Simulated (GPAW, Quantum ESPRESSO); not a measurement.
The As K edge of atom 1 in As (R-3m), with 3 As at 2.51 Å (pyramidal, site symmetry 3m), was computed in 2 ways: excited-electron core hole (neutral cell) and no core hole. Program and functional: Quantum ESPRESSO XSpectra, PBE, Lorentzian half width 1.07 eV up to 4 eV, rising linearly to 1.75 eV at 25 eV (not a setting of the program: the run's 0.4 eV curve was folded afterwards with a further Lorentzian); cells of 2 and 8 atoms (the run without a hole in the smaller).

Each run is counted from its own lowest empty level or Fermi level and scaled to a mean of 1 over its first 20 eV.

| E (eV) | run 1 | run 2 |
| --- | --- | --- |
| -2.0 | 0.30 | 0.21 |
| -1.4 | 0.43 | 0.27 |
| -0.8 | 0.64 | 0.38 |
| -0.2 | 1.00 | 0.55 |
| 0.4 | 1.45 | 0.83 |
| 1.0 | 1.78 | 1.18 |
| 1.6 | 1.86 | 1.44 |
| 2.2 | 1.78 | 1.58 |
| 2.8 | 1.63 | 1.64 |
| 3.4 | 1.40 | 1.64 |
| 4.0 | 1.23 | 1.57 |
| 4.6 | 1.13 | 1.44 |
| 5.2 | 1.01 | 1.34 |
| 5.8 | 0.87 | 1.25 |
| 6.4 | 0.76 | 1.15 |
| 7.0 | 0.69 | 1.00 |
| 7.6 | 0.65 | 0.85 |
| 8.2 | 0.64 | 0.75 |
| 8.8 | 0.67 | 0.70 |
| 9.4 | 0.75 | 0.69 |
| 10.0 | 0.84 | 0.72 |
| 10.6 | 0.92 | 0.77 |
| 11.2 | 0.97 | 0.82 |
| 11.8 | 0.96 | 0.86 |
| 12.4 | 0.92 | 0.89 |
| 13.0 | 0.86 | 0.89 |
| 13.6 | 0.82 | 0.87 |
| 14.2 | 0.80 | 0.83 |
| 14.8 | 0.82 | 0.81 |
| 15.4 | 0.85 | 0.81 |
| 16.0 | 0.87 | 0.82 |
| 16.6 | 0.87 | 0.83 |
| 17.2 | 0.87 | 0.84 |
| 17.8 | 0.85 | 0.84 |
| 18.4 | 0.83 | 0.83 |
| 19.0 | 0.83 | 0.81 |
| 19.6 | 0.83 | 0.80 |
| 20.2 | 0.83 | 0.80 |
| 20.8 | 0.83 | 0.80 |
| 21.4 | 0.83 | 0.81 |
| 22.0 | 0.84 | 0.80 |
| 22.6 | 0.85 | 0.80 |
| 23.2 | 0.86 | 0.80 |
| 23.8 | 0.85 | 0.79 |
| 24.4 | 0.84 | 0.79 |
| 25.0 | 0.83 | 0.78 |
| 25.6 | 0.82 | 0.78 |
| 26.2 | 0.80 | 0.78 |
| 26.8 | 0.79 | 0.78 |
| 27.4 | 0.79 | 0.77 |
| 28.0 | 0.80 | 0.77 |
| 28.6 | 0.82 | 0.77 |
| 29.2 | 0.85 | 0.78 |
| 29.8 | 0.87 | 0.80 |
| 30.4 | 0.89 | 0.81 |
| 31.0 | 0.89 | 0.82 |
| 31.6 | 0.88 | 0.83 |

The database entry behind the starting cell differs from later determinations by our own check (old inner coordinate), so it need not match the best structure at ambient conditions.

Question: Which run is which?

Run 1: excited-electron core hole (neutral cell) (area from −2 to 6 eV 9.7, main maxima 1.5 eV (1.87), 11.4 eV (0.97) and 16.6 eV (0.87)). Run 2: no core hole (area from −2 to 6 eV 9.0, main maxima 3.1 eV (1.65) and 12.7 eV (0.89)). With each curve scaled to its own mean, the area from −2 to 6 eV with the hole is 9.7 against 9.0, and the centre of weight from −1 to 20 eV moves by -0.3 eV (first and strongest maxima below 20 eV: 3.1 eV (1.65) and 12.7 eV (0.89) without the hole, 1.5 eV (1.87), 11.4 eV (0.97) and 16.6 eV (0.87) with it); the shape changes all the same, by 22 % r.m.s.

[Hosts, paths, dates, database ids (printed as entryN), source tags and the programs' standing remarks are cut or masked in the printed files.]

[Lists of maxima count a maximum above −3 eV only where it reaches 4 % of the highest in the window and stands out from its surroundings by 2 % of it (1.5 % where it reaches 55 %); shoulders and weaker maxima are passed over, and of the rest the first, up to two pre-edge ones and the few strongest are named.]
